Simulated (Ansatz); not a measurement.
## ThMg2 (Fd-3m): from the cell to its phonons

How does ThMg2 (Fd-3m) vibrate, and is this structure a minimum?

Main program and level: Ansatz 0.2.0; DFT PBEsol, scalar-relativistic, plane waves, PAW.

### 1. The structure

It takes space group Fd-3m (No. 227, cubic). Conventional cell: a = 8.570 Å, b = 8.570 Å, c = 8.570 Å, α = 90.00°, β = 90.00°, γ = 90.00°. Mg has 6 Mg at 3.03 Å and 6 Th at 3.55 Å nearest. Nearest to Th lie 12 Mg at 3.55 Å and 4 Th at 3.71 Å. Farther neighbours are not listed.

### 2. Relaxation

The volume is held at the value of the starting cell, and symmetry leaves nothing else free, so this is a single point.

input.yaml

```yaml
crystal:
  lattice:
    - [0.0, 4.285, 4.285]
    - [4.285, 0.0, 4.285]
    - [4.285, 4.285, 0.0]
  atoms:
    - { symbol: Mg, position: [0.625, 0.625, 0.625] }
    - { symbol: Mg, position: [0.125, 0.625, 0.625] }
    - { symbol: Mg, position: [0.625, 0.625, 0.125] }
    - { symbol: Mg, position: [0.625, 0.125, 0.625] }
    - { symbol: Th, position: [0.0, 0.0, 0.0] }
    - { symbol: Th, position: [0.25, 0.25, 0.25] }
kpoints:
  mp_grid: { grid: [8, 8, 8] }
hamiltonian:
  xc: pbesol
scf:
  occupations: { method: gaussian, width: 0.1 }
output:
  forces: true
  stress: true
  eigenvalues: true
```

The run is started by

```bash
ansatz run input.yaml --threads 4 --pin off --max-ram 16384MiB --backend cpu --events-out ev --progress --plain --runs-dir out
```

Numbers of over 12 decimals in the logs are rounded to 6 here.

Output:

```text
Engine: ansatz 0.2.0, aarch64-unknown-linux-gnu
Pseudopotentials: kind: paw
Pseudopotential: Mg, paw, valence charge 10, recommended cutoff 420 eV (normal), Mg.paw.azcp
Pseudopotential: Th, paw, valence charge 12, recommended cutoff 420 eV (normal), Th.paw.azcp
Functional definition: PBEsol
  exchange = pbesol_x
  correlation = pbesol_c
Crystal: 6 atoms, lattice volume = 157.356 Å³
Basis set: ecut = 420 eV, 3119 PW (Γ), exchange–correlation on 90×90×90 points (8 copies of the dense FFT grid, shifted against one another)
Bands: 39, of which v1, the nominal top of the filled ones, is band 32 counted from 1 (31 counted from 0)
Symmetry: 48 space group operations
Space group: Fd-3m (ITA 227), of the structure as read, at distance tolerance 5.4e-5 Å
k-points: 29 of 512
Non-local potential: Mg, projectors of the file, l = 0: 3, l = 1: 2, l = 2: 1
Non-local potential: Th, projectors of the file, l = 0: 3, l = 1: 2, l = 2: 2, l = 3: 3
PAW form: soft (Blöchl's): semilocal exchange-correlation on the pseudo side does not see the compensation charge
PAW frozen core: Mg, regenerated for the run's functional, and the local potential with it (the file was generated under x = pbe(κ = 0.804, μ = 0.219515), c = pbe(β = 0.066725))
PAW frozen core: Th, regenerated for the run's functional, and the local potential with it (the file was generated under x = pbe(κ = 0.804, μ = 0.219515), c = pbe(β = 0.066725))
PAW one-centre angular grid: Mg, 110 points (default); XC on 64 Gauss nodes
PAW one-centre angular grid: Th, 590 points (default); XC on 64 Gauss nodes
Initial density: superposition of atomic densities (neutral atoms: chi_scale 0, normalization atom), corrected by the library's trained network
Initial wavefunctions: pseudopotential atomic-orbital guess
Functional: x = pbesol(κ = 0.804, μ = 0.123457), c = pbesol(β = 0.046)
SCF iter   1: F=—  HF=-33760.209948 eV  |F-HF|=—  |Δ(HF+E_count)|=         —  Δρ=2.64e-3  dr2=1.79e-2  ethr=1.77e-3  ⟨swp⟩=9.3  Hψ=5197  notcnv=0
preconditioner: auto → Kerker (q_TF=auto, 2.348 Å⁻¹)  [metal: Δε(μ)=0.012 eV  Ē_g=2.831 eV  σ=0.100 eV  W_gap=0.06  n_scr=26 (ndim 8)  ℏωp=11.8 eV  f_vac=0.000  D(μ)=6.26/eV (n_scr^D=58)]
SCF iter   2: F=—  HF=-33760.205309 eV  |F-HF|=—  |Δ(HF+E_count)|=   4.64e-3  Δρ=1.28e-3  dr2=5.40e-3  ethr=2.80e-5  ⟨swp⟩=2.6  Hψ=2248  notcnv=0
SCF iter   3: F=—  HF=-33760.204314 eV  |F-HF|=—  |Δ(HF+E_count)|=   9.95e-4  Δρ=3.55e-4  dr2=3.78e-4  ethr=8.44e-6  ⟨swp⟩=2.0  Hψ=1337  notcnv=0
SCF iter   4: F=—  HF=-33760.204244 eV  |F-HF|=—  |Δ(HF+E_count)|=   6.99e-5  Δρ=8.79e-5  dr2=9.31e-6  ethr=5.90e-7  ⟨swp⟩=2.7  Hψ=1862  notcnv=0
SCF iter   5: F=—  HF=-33760.204307 eV  |F-HF|=—  |Δ(HF+E_count)|=   6.31e-5  Δρ=2.11e-5  dr2=9.44e-7  ethr=1.45e-8  ⟨swp⟩=2.6  Hψ=2046  notcnv=0
SCF iter   6: F=-33760.204307 eV  HF=-33760.204307 eV  |F-HF|=2.31e-8  |Δ(HF+E_count)|=   1.88e-7  Δρ=5.01e-6  dr2=3.32e-8  ethr=1.56e-10  ⟨swp⟩=12.8  Hψ=5279  notcnv=0
SCF 1 converged in 6 iterations: F = -33760.204307 eV  dr2 = 3.32e-8
  greatest PAW one-centre occupation: 1.000 electrons in one spin orbital (limit 2), on the Mg atom at site 1 (counted from 0), in its partial waves of l = 0
SCF converged after 6 iterations
Free energy (F): -33760.204307 eV
Harris-Foulkes:  -33760.204307 eV  (|F-HF|=2.31e-8)
Internal energy: -33760.173676 eV  (E = F + TS)
E sigma→0 (E₀):  -33760.188992 eV
Entropy (-TS):   -0.030631 eV (-5.105 meV/atom)
Fermi energy:    9.488746 eV
--- Per-component energies (eV) ---
  E_band       = -1400.974763
  E_kinetic    = 744.319662
  E_local      = -7204.797332  (includes V_loc(G=0)·N_el)
  E_nonlocal   = 700.701738
  E_hartree    = 2527.921971
  E_xc         = -883.338628
  E_vxc        = -500.090810  (∫ρ·V_xc dr)
  E_paw        = -24869.072212  (= ΣΔE_a)
  E_vpaw       = -196.963172  (= ΣTr[D̂ρ^β])
  E_aug_tail   = -0.000015  (compensation charges beyond the density's cutoff)
  E_ewald      = -4776.418965
  E_core_change = 0.510106  (= ΣΔE_core)
  E_smearing   = -0.030631  (= −TS)
  E_closure    = 0.000000  (closes the sum)
  Σ components = -33760.204307   (vs F -33760.204307, Δ=0.00e0)
--- Forces (eV/Å), atoms counted from 1 ---
  atom   1  Mg     0.00000000     0.00000000     0.00000000
  atom   2  Mg    -0.00000000     0.00000000    -0.00000000
  atom   3  Mg     0.00000000    -0.00000000     0.00000000
  atom   4  Mg     0.00000000     0.00000000     0.00000000
  atom   5  Th    -0.00000000     0.00000000    -0.00000000
  atom   6  Th    -0.00000000     0.00000000     0.00000000
  max |Σ_I F_I| component: 6.48e-17 eV/Å
--- Stress (GPa, compression-positive) ---
       -1.882080       0.000000      -0.000000
        0.000000      -1.882080       0.000000
        0.000000      -0.000000      -1.882080
  P = ⅓ Tr σ = -1.8821 GPa (-18.821 kbar)
--- Band table (eV; the first three rows and the last of 29) ---
  k-point 0: bands = [... 28 lower, 8.3109, 8.3109, 8.4311, 8.7816, 8.7816, 8.7816, 9.9678, 10.8796, ... 3 higher]
  k-point 1: bands = [... 28 lower, 8.3301, 8.6679, 8.6679, 8.8028, 8.8028, 9.1925, 10.3124, 10.7539, ... 3 higher]
  k-point 2: bands = [... 28 lower, 7.9413, 8.7763, 8.7763, 9.2480, 9.2480, 9.8596, 10.5483, 10.6340, ... 3 higher]
  k-point 28: bands = [... 28 lower, 8.3182, 8.3182, 9.6018, 9.6018, 9.8628, 9.8628, 10.3426, 10.3426, ... 3 higher]
```

Run time: 2.6 s. Hardware: 4 threads of Arm Neoverse V2, shared host; peak memory 0.57 GiB.

Numbers from this step:

```
pressure          : -1.882 GPa
volume per atom   : 26.23 Å³
gap on the k-mesh : 0 eV
```

The run ends at a pressure of -1.88 GPa.

### 3. Tight relaxation

Symmetry and the fixed volume leave nothing to relax, so a single point is run on the k mesh and occupations of the first response run.

input.yaml: that of step 2 with these lines changed.

```diff
@@ -17,3 +17,3 @@
 scf:
-  occupations: { method: gaussian, width: 0.1 }
+  occupations: { method: methfessel_paxton, width: 0.2 }
 output:
@@ -22 +22,5 @@
   eigenvalues: true
+  write_density: true
+  write_potential: true
+  elf: true
+  volumetric_format: npy
```

Output:

```text
[...]
Crystal: 6 atoms, lattice volume = 157.356 Å³
Basis set: ecut = 420 eV, 3119 PW (Γ), exchange–correlation on 90×90×90 points (8 copies of the dense FFT grid, shifted against one another)
Bands: 39, of which v1, the nominal top of the filled ones, is band 32 counted from 1 (31 counted from 0)
Symmetry: 48 space group operations
[...]
k-points: 29 of 512
[...]
k-point 0: bands = [... 28 lower, 8.3108, 8.3108, 8.4313, 8.7816, 8.7816, 8.7816, 9.9663, 10.8774, ... 3 higher]
  k-point 1: bands = [... 28 lower, 8.3299, 8.6678, 8.6678, 8.8027, 8.8027, 9.1923, 10.3107, 10.7518, ... 3 higher]
  k-point 2: bands = [... 28 lower, 7.9411, 8.7761, 8.7761, 9.2476, 9.2476, 9.8589, 10.5470, 10.6321, ... 3 higher]
  k-point 28: bands = [... 28 lower, 8.3179, 8.3179, 9.6010, 9.6010, 9.8623, 9.8623, 10.3416, 10.3416, ... 3 higher]
[key lines of the parts left out:]
SCF converged after 6 iterations
Free energy (F): -33760.190715 eV
Fermi energy:    9.490357 eV
P = ⅓ Tr σ = -1.9157 GPa (-19.157 kbar)
```

Elapsed: 3.4 s, on 4 threads; peak memory 0.57 GiB; 13 s of CPU time.

This step gave:

```yaml
pressure: -1.916 GPa
```

Valence density in the ac plane of a cell with a along [110], b along [-110] and c along [001] of the cube at fractional y = 0.000, with atoms of Mg and Th within 0.2 Å of it. It is the smooth field of the valence electrons, not physical close to the nuclei.

Ten steps, logarithmic in the rise over the least value, from '0' (0 e/Å³) to '9' (24 e/Å³), each cell a mean:
```
0000000000000000000000000000000000
0000000000000000000000000000000000
0000000121100000000000001211000000
0000002333210000000000023332100000
0000013433320000000000134333200000
0000023323431000000000233234310000
0000023323431000000000233234310000
0000013444320000000000134443200000
2100001233210001221000012332100012
3320000011000013333200000110000133
3431000000000124334310000000001243
2332000000000134223320000000001342
2332000000000134323320000000001343
4321000000000023443210000000000234
3210000000000012332100000000000123
1000000000000000110000000000000001
0000000000000000000000000000000000
0000000000000000000000000000000000
0000100000001100000001000000011000
0015751000036630000157510000366300
0038983000069960000389830000699600
0027972000058850000279720000588500
0003430000014410000034300000144100
0000000000000000000000000000000000
```
Columns run along a (12.1 Å), rows up along c (8.6 Å), edges of the conventional cell, whose origin can differ from the input's. Atoms in or near the plane, at fractional coordinates: Mg at (0.13, 0.13), Mg at (0.63, 0.13), Mg at (0.38, 0.13), Mg at (0.88, 0.13), Th at (0.00, 0.50), Th at (0.50, 0.50), Th at (0.25, 0.75), Th at (0.75, 0.75).

ELF in the ac plane of a cell with a along [110], b along [-110] and c along [001] of the cube at fractional y = 0.000, with atoms of Mg and Th within 0.2 Å of it. It is the smooth field of the valence electrons, not physical close to the nuclei.

Ten even steps from '0' (0.04) to '9' (0.78), each cell a mean:
```
5665554444444566556655544444445665
6676642222235676666766422222356766
6676423465423567666764234654235676
7775336999842467777753369998424677
7764259846973357777642598469733577
6653269401884356666532694018843566
4443269613983234444432696139832344
2222248989962222222222489899622222
6532125788631124565321257886311245
9963122333221248999631223332212489
4895223222332379648952232223323796
0496235555542498104962355555424981
1695246777753388316952467777533883
8984247777763369889842477777633698
8742357777764236887423577777642368
3323567666676422333235676666764223
2335666656666543223356666566665432
5543335555543345555433355555433455
7510101455201113675101014552011136
7313431254024421573134312540244215
6124342153143331461243421531433314
5114441264134430451144412641344304
5312320476213211453123204762132114
5431113666421124554311136664211245
```
Columns run along a (12.1 Å), rows up along c (8.6 Å), edges of the conventional cell, whose origin can differ from the input's. Atoms in or near the plane, at fractional coordinates: Mg at (0.13, 0.13), Mg at (0.63, 0.13), Mg at (0.38, 0.13), Mg at (0.88, 0.13), Th at (0.00, 0.50), Th at (0.50, 0.50), Th at (0.25, 0.75), Th at (0.75, 0.75).

Electrostatic potential energy in the ac plane of a cell with a along [110], b along [-110] and c along [001] of the cube at fractional y = 0.000, with atoms of Mg and Th within 0.2 Å of it. With pseudopotentials it is smooth inside the atoms' cores, unlike the true potential.

Ten even steps from '0' (-77 eV) to '9' (12 eV), each cell a mean:
```
9999999999999999999999999999999999
9999999999999999999999999999999999
9999999888899999999999998888999999
9999997544689999999999975446899999
9999985100379999999999851003799999
9999974000168999999999740001689999
9999984000268999999999840002689999
9999986312589999999999863125899999
8899998766899998888999987668999988
4579999988999986445799999889999864
0258999999999973002589999999999730
0048999999999861000489999999998610
0048999999999862000489999999998620
1368999999999975213689999999999752
6789999999999997667899999999999976
8999999999999999889999999999999998
9999999999999999999999999999999999
9999999999999999999999999999999999
9998889999988899999988899999888999
9985358999974479999853589999744799
9972027999850058999720279998500589
9973137999851158999731379998511589
9987678999986689999876789999866899
9999999999999999999999999999999999
```
Columns run along a (12.1 Å; values clipped at the 3rd and 97th percentile), rows up along c (8.6 Å), edges of the conventional cell, whose origin can differ from the input's. Atoms in or near the plane, at fractional coordinates: Mg at (0.13, 0.13), Mg at (0.63, 0.13), Mg at (0.38, 0.13), Mg at (0.88, 0.13), Th at (0.00, 0.50), Th at (0.50, 0.50), Th at (0.25, 0.75), Th at (0.75, 0.75).

The forces vanish by symmetry. The volume is held at 26.23 Å³/atom, so a pressure of -1.92 GPa remains at this level.

### 4. Zone-centre response

The zone centre comes first: it holds the modes that light can see, as far as symmetry allows. No field response is asked, since the mesh shows no gap.

input.yaml: that of step 3 with these lines changed.

```diff
@@ -19,8 +19,4 @@
 output:
-  forces: true
-  stress: true
   eigenvalues: true
-  write_density: true
-  write_potential: true
-  elf: true
-  volumetric_format: npy
+phonons:
+  method: dfpt
```

Output:

```text
[...]
Crystal: 6 atoms, lattice volume = 157.356 Å³
Basis set: ecut = 420 eV, 3119 PW (Γ), exchange–correlation on 96×96×96 points (8 copies of the dense FFT grid, shifted against one another)
Bands: 39, of which v1, the nominal top of the filled ones, is band 32 counted from 1 (31 counted from 0)
Symmetry: 48 space group operations
k-points: 150 of 512 (irreducible under 2 space group operations, time reversal used)
[...]
SCF iter   1: F=—  HF=-33760.196057 eV  |F-HF|=—  |Δ(HF+E_count)|=         —  Δρ=2.63e-3  dr2=1.73e-2  ethr=1.77e-3  ⟨swp⟩=9.2  Hψ=26700  notcnv=0
[...]
SCF iter   9: F=-33760.190715 eV  HF=-33760.190715 eV  |F-HF|=1.46e-11  |Δ(HF+E_count)|=  1.46e-11  S|Δr|=    0.00e0  Δρ=2.84e-8  dr2=1.50e-12  ethr=1.00e-12  ⟨swp⟩=11.9  Hψ=31888  notcnv=0
SCF 1 converged in 9 iterations: F = -33760.190715 eV  dr2 = 1.50e-12
[...]
DFPT response loops at Γ: preconditioner auto → Kerker (q_TF=auto, 2.348 Å⁻¹) (partly filled bands, converged f_vac=0.000); β = 1.00, the filter's whole step (`scf.mixing.beta` (0.50) is not read by the response loops under this deck's `scf.mixing.preconditioner`; to damp them name `kerker` or `kerker_dos`, under which they read `scf.mixing.beta`, and type it under 1.00, their step now; both keys bind the ground state too); Broyden in place of MSR1
SCF converged after 9 iterations
[...]
Free energy (F): -33760.190715 eV
[...]
Internal energy: -33760.191472 eV  (E = F + TS)
E sigma→0 (E₀):  -33760.190904 eV
Entropy (-TS):   0.000756 eV (0.126 meV/atom)
Fermi energy:    9.490352 eV
[...]
--- Band table (eV; the first three rows and the last of 150) ---
  k-point 0: bands = [... 28 lower, 8.3108, 8.3108, 8.4313, 8.7816, 8.7816, 8.7816, 9.9663, 10.8774, ... 3 higher]
  k-point 1: bands = [... 28 lower, 8.3299, 8.6678, 8.6678, 8.8026, 8.8026, 9.1923, 10.3107, 10.7518, ... 3 higher]
  k-point 2: bands = [... 28 lower, 7.9411, 8.7761, 8.7761, 9.2476, 9.2476, 9.8589, 10.5469, 10.6321, ... 3 higher]
  k-point 149: bands = [... 28 lower, 8.1908, 8.7456, 8.7456, 8.8536, 10.0153, 10.0153, 10.5508, 10.5508, ... 3 higher]
--- Phonons (Γ-DFPT): 2 representative perturbations + reference, on 150 of 512 k-points (Σ response iterations 6) ---
  k mesh reduced under 2 symmetry operations, with k and −k counted as one. Each operation leaves every solved perturbation unchanged. A smaller set is not used because it would not reduce the number of displacements times k-points to solve
  ASR residual: 2.869e-5 → 0.000e0 eV/Å²; symmetrization residual: 3.860e-6 eV/Å²
  ASR residual per site (eV/Å²): 1.71e-5 1.71e-5 1.71e-5 1.71e-5 2.87e-5 2.87e-5
  Γ frequencies (cm⁻¹): 0.00 0.00 0.00 48.85 48.85 48.85 139.00 139.00 139.00 148.74 148.74 148.74 215.52 215.52 248.87 248.87 248.87 328.38
  non-analytic LO–TO correction: not included (Born effective charges unavailable; polar crystals: no LO–TO splitting at Γ)
```

The job ended after 97 s (4 threads; peak memory 3.3 GiB; 6.2 min of CPU time).

Numbers from this step:

```
sum-rule residual before enforcement                    : 2.87e-5 eV/Å²
point group                                             : m-3m
highest optical mode at the zone centre (no LO-TO term) : 328.4 cm⁻¹
lowest optical zone-centre mode                         : 48.85 cm⁻¹
```

Patterns of degenerate modes are one choice out of their space. Modes at Γ, with each element's share of the kinetic energy:

```csv
mode,frequency (cm⁻¹),symmetry,Mg %,Th %
1,0.0,acoustic,17,83
2,0.0,acoustic,17,83
3,0.0,acoustic,17,83
4,48.9,T2g,0,100
5,48.9,T2g,0,100
6,48.9,T2g,0,100
7,139.0,T1u,83,17
8,139.0,T1u,83,17
9,139.0,T1u,83,17
10,148.7,T2u,100,0
11,148.7,T2u,100,0
12,148.7,T2u,100,0
13,215.5,Eu,100,0
14,215.5,Eu,100,0
15,248.9,T1u,100,0
16,248.9,T1u,100,0
17,248.9,T1u,100,0
18,328.4,A2u,100,0
```

Displacements in mode 5 (48.9 cm⁻¹), the largest set to 1:
```
Mg1  0.00  0.00  0.00
Mg2  0.00  0.00  0.00
Mg3  0.00  0.00  0.00
Mg4  0.00  0.00  0.00
Th5  0.31  0.12 -1.00
Th6 -0.31 -0.12  1.00
```

Displacements in mode 18 (328.4 cm⁻¹), the largest set to 1:
```
Mg1  1.00  1.00  1.00
Mg2  1.00 -1.00 -1.00
Mg3 -1.00 -1.00  1.00
Mg4 -1.00  1.00 -1.00
Th5  0.00  0.00  0.00
Th6  0.00  0.00  0.00
```

Before it was imposed, the acoustic sum rule was missed by 2.9e-5 eV/Å². Small misses are needed for a sound result but don't prove that mesh and cutoff are converged. The lowest optical mode is real, 48.9 cm⁻¹.

(Continued in part 2 of 2.)

[Logs are printed without paths, hosts, clocks, repeated set-up lines and the standing remarks that a program may print on its own settings, such as how far it seeks lower states.]

[Hosts, paths, dates, database ids (printed as entryN), source tags and the programs' standing remarks are cut or masked in the printed files.]
